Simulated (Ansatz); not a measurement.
**How many bands does the GW gap of KBaCeBiO6 (F-43m) need?**

Wanted: a G0W0 gap for KBaCeBiO6 (F-43m) that is converged in bands and cutoff, or an estimate of the limit.

Calculated with Ansatz 0.2.0; G0W0 on PBE, plane waves, PAW; PAW set soft_1.

Report form: the programs' logs are mostly left out.

In doubt: one-shot GW on d or f shells is unsure (steps 2, 3, 4, 5, 6, 7), so the values of those runs are not to be relied on.

## (1) The structure

It takes space group F-43m (No. 216, cubic). The conventional cell has a = 8.728 Å, b = 8.728 Å, c = 8.728 Å, α = 90.00°, β = 90.00°, γ = 90.00°. Nearest to K lie 12 O at 3.09 Å. Nearest to Ba lie 12 O at 3.09 Å. Nearest to Ce lie 6 O at 2.22 Å. Nearest to Bi lie 6 O at 2.14 Å. O has 1 Bi at 2.14 Å and 1 Ce at 2.22 Å and 2 Ba at 3.09 Å and 2 K at 3.09 Å nearest. Farther neighbours and most contacts between anions are not listed.

The cell and positions are those that the Materials Project relaxed with its own functionals (PBE, PBE+U or r2SCAN), kept fixed. Spin-orbit coupling is left out unless a step names it.

## (2) 149 empty bands, screening to 54 eV

G0W0 replaces the xc potential by the self-energy, built once from these orbitals. Only a window of levels is corrected, while the sums run over the empty bands that the input names. This step takes PAW set soft_1 files.

The input, input.yaml:

```yaml
crystal:
  lattice:
    - [0.0, 4.3639834, 4.3639834]
    - [4.3639834, 0.0, 4.3639834]
    - [4.3639834, 4.3639834, 0.0]
  atoms:
    - { symbol: K, position: [0.75, 0.75, 0.75] }
    - { symbol: Ba, position: [0.25, 0.25, 0.25] }
    - { symbol: Ce, position: [0.5, 0.5, 0.5] }
    - { symbol: Bi, position: [0.0, 0.0, 0.0] }
    - { symbol: O, position: [0.75466446, 0.24533554, 0.24533554] }
    - { symbol: O, position: [0.24533554, 0.75466446, 0.75466446] }
    - { symbol: O, position: [0.75466446, 0.75466446, 0.24533554] }
    - { symbol: O, position: [0.24533554, 0.24533554, 0.75466446] }
    - { symbol: O, position: [0.24533554, 0.75466446, 0.24533554] }
    - { symbol: O, position: [0.75466446, 0.24533554, 0.75466446] }
kpoints:
  mp_grid: { grid: [4, 4, 4] }
hamiltonian:
  xc: pbe
  pseudopotentials: { kind: paw, azcp: { folder: soft_1 } }
scf:
  occupations: { method: fixed }
gw:
  n_empty_bands: 149
  ecut_chi: 54
  qp_bands: [v3, c3]
  qp_kpoints: band_edges
  screening: { model: contour_deformation }
```

Run with:

```sh
$ ansatz run input.yaml --threads 2 --pin off --max-ram 92160MiB --backend cuda --events-out ev --progress --plain --runs-dir out --devices 1 --max-vram 13GiB
```

Wall time 22 s (1 × NVIDIA H100 80GB HBM3 (shared by 6 runs) with 2 threads of AMD EPYC 7R13 (Zen 3), shared host); peak memory 1.3 GiB.

This step gave:

| Property | Result |
| --- | --- |
| bands summed | 190 |
| RPA ε∞ on this mesh (eigenvalues) | 5.605, 5.605, 5.605 |
| plane waves in the screening matrix | 169 |
| q-points in the mesh | 64 |
| G0W0 gap on the mesh | 2.922 eV |
| k of the valence top | 0, 0, 0 |
| k of the conduction bottom | 0, -0.5, -0.5 |
| starting gap on the mesh | 1.576 eV |
| Z at the valence top | 0.6948 |
| Z at the conduction bottom | 0.7585 |
| least direct G0W0 gap on the computed points | 2.959 eV |

The gap on the mesh goes from 1.58 eV to 2.92 eV, a correction of +1.35 eV. Between the two edge states, bare exchange in place of the xc potential would open the gap by 8.85 eV, and correlation takes back 7.50 eV.

## (3) 423 empty bands, screening to 108 eV

Bands and screening cutoff are moved together, since each hides the error of the other.

input.yaml, as its differences from that of step 2:

```diff
@@ -24,4 +24,4 @@
 gw:
-  n_empty_bands: 149
-  ecut_chi: 54
+  n_empty_bands: 423
+  ecut_chi: 108
   qp_bands: [v3, c3]
```

Wall time 52 s (1 × NVIDIA H100 80GB HBM3 (shared by 6 runs) with 2 threads); peak memory 1.7 GiB; 68 s of CPU time.

This step gave:

| Item | Value |
| --- | --- |
| bands summed | 464 |
| RPA ε∞ on this mesh (eigenvalues) | 5.556, 5.556, 5.556 |
| plane waves in the screening matrix | 411 |
| q-points in the mesh | 64 |
| G0W0 gap on the mesh | 2.764 eV |
| k of the valence top | 0, 0, 0 |
| k of the conduction bottom | 0, -0.5, -0.5 |
| starting gap on the mesh | 1.576 eV |
| Z at the valence top | 0.6892 |
| Z at the conduction bottom | 0.7493 |
| least direct G0W0 gap on the computed points | 2.799 eV |

Against the run with 4×4×4 mesh, 149 empty bands, screening to 54 eV, PAW set soft_1 files, the gap moves by −0.16 eV.

## (4) 911 empty bands, screening to 180 eV

input.yaml, as its differences from that of step 3:

```diff
@@ -24,4 +24,4 @@
 gw:
-  n_empty_bands: 423
-  ecut_chi: 108
+  n_empty_bands: 911
+  ecut_chi: 180.0
   qp_bands: [v3, c3]
```

It took 59 s on 1 × NVIDIA H100 80GB HBM3 (shared by 6 runs) with 2 threads; peak memory 2.8 GiB; 86 s of CPU time.

This step gave:

| Quantity | Value |
| --- | --- |
| bands summed | 952 |
| RPA ε∞ on this mesh (eigenvalues) | 5.511, 5.511, 5.511 |
| plane waves in the screening matrix | 941 |
| G0W0 gap on the mesh | 2.687 eV |
| k of the valence top | 0, 0, 0 |
| k of the conduction bottom | 0, -0.5, -0.5 |
| starting gap on the mesh | 1.576 eV |
| least direct G0W0 gap on the computed points | 2.721 eV |

Against the run with 4×4×4 mesh, 423 empty bands, screening to 108 eV, PAW set soft_1 files, the gap moves by −0.08 eV.

## (5) Changing the k mesh: 2×2×2 mesh, 423 empty bands, screening to 108 eV, PAW set soft_1 files

Only the mesh changes. It samples the long-range screening, which converges on its own terms. Bands and cutoff differ from the step before, so it is read against an earlier run that matches them.

input.yaml, as its differences from that of step 4:

```diff
@@ -17,3 +17,3 @@
 kpoints:
-  mp_grid: { grid: [4, 4, 4] }
+  mp_grid: { grid: [2, 2, 2] }
 hamiltonian:
@@ -24,4 +24,4 @@
 gw:
-  n_empty_bands: 911
-  ecut_chi: 180.0
+  n_empty_bands: 423
+  ecut_chi: 108
   qp_bands: [v3, c3]
```

It took 14 s on 1 × NVIDIA H100 80GB HBM3 (shared by 6 runs) with 2 threads; peak memory 1.3 GiB; 18 s of CPU time.

This step gave:

| Quantity | Value |
| --- | --- |
| bands summed | 464 |
| RPA ε∞ on this mesh (eigenvalues) | 6.124, 6.124, 6.124 |
| plane waves in the screening matrix | 411 |
| G0W0 gap on the mesh | 2.768 eV |
| k of the valence top | 0, 0, 0 |
| k of the conduction bottom | 0, -0.5, -0.5 |
| starting gap on the mesh | 1.565 eV |
| least direct G0W0 gap on the computed points | 2.802 eV |

Against the run with 4×4×4 mesh, 423 empty bands, screening to 108 eV, PAW set soft_1 files, the gap moves by +0.004 eV.

## (6) Changing the frequency model: 4×4×4 mesh, 911 empty bands, screening to 180 eV, plasmon pole, PAW set soft_1 files

A plasmon pole stands in for the full frequency dependence of the screening; this run shows what that costs in accuracy. Bands and cutoff differ from the step before, so it is read against an earlier run that matches them.

input.yaml, as its differences from that of step 5:

```diff
@@ -17,3 +17,3 @@
 kpoints:
-  mp_grid: { grid: [2, 2, 2] }
+  mp_grid: { grid: [4, 4, 4] }
 hamiltonian:
@@ -24,6 +24,6 @@
 gw:
-  n_empty_bands: 423
-  ecut_chi: 108
+  n_empty_bands: 911
+  ecut_chi: 180.0
   qp_bands: [v3, c3]
   qp_kpoints: band_edges
-  screening: { model: contour_deformation }
+  screening: { model: godby_needs }
```

The job ended after 2 min (1 × NVIDIA H100 80GB HBM3 (shared by 6 runs) with 2 threads; peak memory 6.6 GiB).

Numbers from this step:

| Property | Result |
| --- | --- |
| bands summed | 952 |
| plasmon-pole fit frequency | 26.08 eV |
| RPA ε∞ on this mesh (eigenvalues) | 5.511, 5.511, 5.511 |
| plane waves in the screening matrix | 941 |
| G0W0 gap on the mesh | 2.797 eV |
| k of the valence top | 0, 0, 0 |
| k of the conduction bottom | 0, -0.5, -0.5 |
| starting gap on the mesh | 1.576 eV |
| least direct G0W0 gap on the computed points | 2.835 eV |

Against the run with 4×4×4 mesh, 911 empty bands, screening to 180 eV, PAW set soft_1 files, the gap moves by +0.11 eV.

## (7) Changing the files and raising the bands: 4×4×4 mesh, 1351 empty bands, screening to 234 eV, hard PAW files

Other atomic data (hard PAW) test the pseudisation: the cutoff goes from 420 to 930 eV and the valence electrons from 82 to 90, which opens shells that were frozen. Bands and screening cutoff change too, so the step is no clean test of the files.

This step: G0W0 on PBE, plane waves, PAW.

input.yaml, as its differences from that of step 6:

```diff
@@ -20,3 +20,3 @@
   xc: pbe
-  pseudopotentials: { kind: paw, azcp: { folder: soft_1 } }
+  pseudopotentials: { kind: paw, source: ansatz }
 scf:
@@ -24,6 +24,6 @@
 gw:
-  n_empty_bands: 911
-  ecut_chi: 180.0
+  n_empty_bands: 1351
+  ecut_chi: 234.0
   qp_bands: [v3, c3]
   qp_kpoints: band_edges
-  screening: { model: godby_needs }
+  screening: { model: contour_deformation }
```

Wall time 4.1 min (1 × NVIDIA H100 80GB HBM3 (shared by 6 runs) with 2 threads); peak memory 6.4 GiB.

This step gave:

* bands summed: 1396
* RPA ε∞ on this mesh (eigenvalues): 5.490, 5.490, 5.490
* plane waves in the screening matrix: 1363
* G0W0 gap on the mesh: 2.757 eV
* k of the valence top: 0, 0, 0
* k of the conduction bottom: 0, -0.5, -0.5
* starting gap on the mesh: 1.577 eV
* least direct G0W0 gap on the computed points: 2.790 eV

Against the run with 4×4×4 mesh, 911 empty bands, screening to 180 eV, PAW set soft_1 files, the gap moves by +0.07 eV.

## (8) Side by side

Times are wall times on 1 × NVIDIA H100 80GB HBM3 (shared by 6 runs) with 2 threads of AMD EPYC 7R13 (Zen 3), shared host, good to a factor of about two.

| mesh | files | frequency | bands summed | cutoff (eV) | start (eV) | G0W0 (eV) | time | host memory (GiB) |
| --- | --- | --- | --- | --- | --- | --- | --- | --- |
| 4×4×4 | PAW set soft_1 | contour deformation | 190 | 54 | 1.576 | 2.922 | 22 s | 1.3 |
| 4×4×4 | PAW set soft_1 | contour deformation | 464 | 108 | 1.576 | 2.764 | 52 s | 1.7 |
| 4×4×4 | PAW set soft_1 | contour deformation | 952 | 180 | 1.576 | 2.687 | 59 s | 2.8 |
| 2×2×2 | PAW set soft_1 | contour deformation | 464 | 108 | 1.565 | 2.768 | 14 s | 1.3 |
| 4×4×4 | PAW set soft_1 | plasmon pole | 952 | 180 | 1.576 | 2.797 | 2 min | 6.6 |
| 4×4×4 | hard PAW | contour deformation | 1396 | 234 | 1.577 | 2.757 | 4.1 min | 6.4 |

How the two edges are built up, in eV (the quasiparticle level is the starting level plus Σx plus Σc less Vxc):

| run | edge | start | Σx | Σc | Vxc | Z | QP |
| --- | --- | --- | --- | --- | --- | --- | --- |
| 190 bands | valence top | 7.58 | -25.80 | 5.33 | -20.41 | 0.69 | 7.52 |
| 190 bands | conduction bottom | 9.16 | -17.78 | -2.17 | -21.24 | 0.76 | 10.44 |
| 464 bands | valence top | 7.58 | -25.80 | 5.10 | -20.41 | 0.69 | 7.30 |
| 464 bands | conduction bottom | 9.16 | -17.78 | -2.56 | -21.24 | 0.75 | 10.06 |
| 952 bands | valence top | 7.58 | -25.80 | 4.89 | -20.41 | 0.69 | 7.08 |
| 952 bands | conduction bottom | 9.16 | -17.78 | -2.85 | -21.24 | 0.74 | 9.77 |

## (9) Outcome

| Property | Result |
| --- | --- |
| 190 bands, 54 eV | 2.922 eV |
| 464 bands, 108 eV | 2.764 eV |
| 952 bands, 180 eV | 2.687 eV |
| estimated limit in bands and cutoff | 2.61 eV |
| mesh and start | 4×4×4, PBE |

A line in one over the bands through the two highest rungs gives 2.61 eV, −0.07 eV from the top rung; the pair below gives 2.65 eV, so the estimate is still falling. The rungs stand 0.31 eV (190 bands), 0.15 eV (464 bands) and 0.07 eV (952 bands) from it. From 190 to 952 bands the gap moves by −0.23 eV while the time grows 2.7-fold. Σc changes by −0.44 eV at the valence top and −0.67 eV at the conduction bottom, so the levels themselves move more than the gap between them. On the 2×2×2 mesh in place of 4×4×4 the gap differs by +0.004 eV, of which −0.01 eV is already in the start. The plasmon-pole model gives +0.11 eV against contour deformation, 10 % of the correction, and saved no time in this program. With hard PAW files and 1396 bands the gap is 2.76 eV; the line for the PAW set soft_1 files gives 2.66 eV at that count, a difference of +0.09 eV that holds the line's own error too. The cheapest rung within 0.1 eV of this estimate is that with 952 bands (59 s). Empty 4f levels lie among the conduction bands. Their place in the start is unsure; it enters the screening, and the edge itself where they lie low. The runs have no spin polarisation. For a closed low-spin shell that is the natural state; where a d or f shell is open it is a constraint, and the gap is then not the crystal's own. The compound holds f electrons or empty f levels, where one-shot G0W0 is unsure. The many-body steps are scalar-relativistic: spin-orbit coupling is not in them.

[Paths, hosts, dates, memory and timing lines, banners, echoed tables and standing remarks are left out of the program output.]

[Logs are printed without paths, hosts, clocks, repeated set-up lines and the standing remarks that a program may print on its own settings, such as how far it seeks lower states.]

[Runs of the session that timed out or met a known fault of the program may be left out.]

[Cells called generated may have been cut or substituted from an entry of the Crystallography Open Database or the Materials Project.]

[Hosts, paths, dates, database ids (printed as entryN), source tags and the programs' standing remarks are cut or masked in the printed files.]
